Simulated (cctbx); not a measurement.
# Diagnosing a refinement

Cell a = 18.0610 Å, b = 4.1970 Å, c = 10.4090 Å, α = 90.00°, β = 112.77°, γ = 90.00°; space group C2/m (no. 12). The compound is CsNd3Cu2Te4W2.

Simulated single-crystal data (cctbx): synchrotron X-rays, λ = 0.7749 Å, to d = 0.75 Å, 80 % of the full sphere, strongest reflection 5000 counts, noise from counting, a 1.5 % proportional error and a noise floor of 4 counts (s.d.); no absorption.

An anisotropic refinement with weights 1/σ² prints:

```text
Rint 0.037, 1015 unique reflections to 0.75 A
cycle     R1     wR2    GooF  max shift (A)
   1  0.0308  0.0554   1.120   0.00094
   2  0.0272  0.0484   0.980   0.00000
final R1 0.0272 wR2 0.0484 GooF 0.980  parameters 38  data/parameter 26.7
atom        x        y        z      Ueq    occ   su(xyz)  su(Uiso or U11)
W1     0.92898  0.50000  0.28957   0.0061  1.000  0.00005  0.0002
Nd1    0.00000  0.00000  0.50000   0.0044  1.000  0.00000  0.0004
Nd2    0.71326  0.00000  0.63667   0.0030  1.000  0.00006  0.0002
Cs1    0.00000  0.00000  0.00000   0.0051  1.000  0.00000  0.0004
Te1    0.79645  0.50000  0.84772   0.0055  1.000  0.00008  0.0003
Te2    0.85903  0.00000  0.57960   0.0070  1.000  0.00008  0.0003
Cu1    0.72165  0.00000  0.91934   0.0023  1.000  0.00014  0.0006
difference map: max 2.84 min -2.76 rms 0.59
Q1    0.0460  0.5000  0.7877    4    2.97  1.06 A from W1
Q2    0.0996  0.0000  0.1632    4    2.86  1.94 A from Cs1
Q3    0.1387  0.0000  0.6801    4    2.84  2.48 A from Nd1
Q4    0.0322  0.0000  0.2342    4    2.58  2.16 A from Te2
Q5    0.1306  0.5000  0.0815    4    2.55  1.24 A from Te1
Q6    0.1947  0.0000  0.8757    4    2.34  1.97 A from Te1
```

**Question.** Can this result stand? If not, what is the likely fault?

It can stand. The set-up had a fault (anomalous dispersion left out), but the figures of merit move little: R1 = 0.0272, wR2 = 0.0484, GooF = 0.98 against R1 = 0.0261, wR2 = 0.0475, GooF = 0.96 for the right model.

The compound is CsNd3Cu2Te4W2. The right model at the same level gives:

```text
Rint 0.037, 1015 unique reflections to 0.75 A
cycle     R1     wR2    GooF  max shift (A)
   1  0.0281  0.0507   1.026   0.00041
   2  0.0261  0.0475   0.961   0.00000
final R1 0.0261 wR2 0.0475 GooF 0.961  parameters 38  data/parameter 26.7
atom        x        y        z      Ueq    occ   su(xyz)  su(Uiso or U11)
W1     0.92897  0.50000  0.28957   0.0053  1.000  0.00005  0.0002
Nd1    0.00000  0.00000  0.50000   0.0046  1.000  0.00000  0.0004
Nd2    0.71329  0.00000  0.63670   0.0032  1.000  0.00006  0.0002
Cs1    0.00000  0.00000  0.00000   0.0051  1.000  0.00000  0.0004
Te1    0.79642  0.50000  0.84775   0.0052  1.000  0.00008  0.0003
Te2    0.85905  0.00000  0.57954   0.0066  1.000  0.00008  0.0003
Cu1    0.72166  0.00000  0.91935   0.0041  1.000  0.00014  0.0006
difference map: max 2.75 min -2.56 rms 0.58
Q1    0.0493  0.5000  0.7896    4    2.84  1.04 A from W1
Q2    0.0292  0.0000  0.2331    4    2.46  2.20 A from Te2
Q3    0.1978  0.0000  0.3345    4    2.29  1.51 A from Nd2
Q4    0.2028  0.0000  0.8884    4    2.26  1.89 A from Te1
Q5    0.0980  0.0000  0.1647    4    2.19  1.93 A from Cs1
Q6    0.1262  0.5000  0.0746    4    2.19  1.32 A from Te1
```

The model was made for the exercise: a known structure type with other elements put in, its volume estimated, not relaxed; displacement parameters are assumed.

[Middle refinement cycles are left out of these outputs.]

[Logs are printed without paths, hosts, clocks, repeated set-up lines and the standing remarks that a program may print on its own settings, such as how far it seeks lower states.]
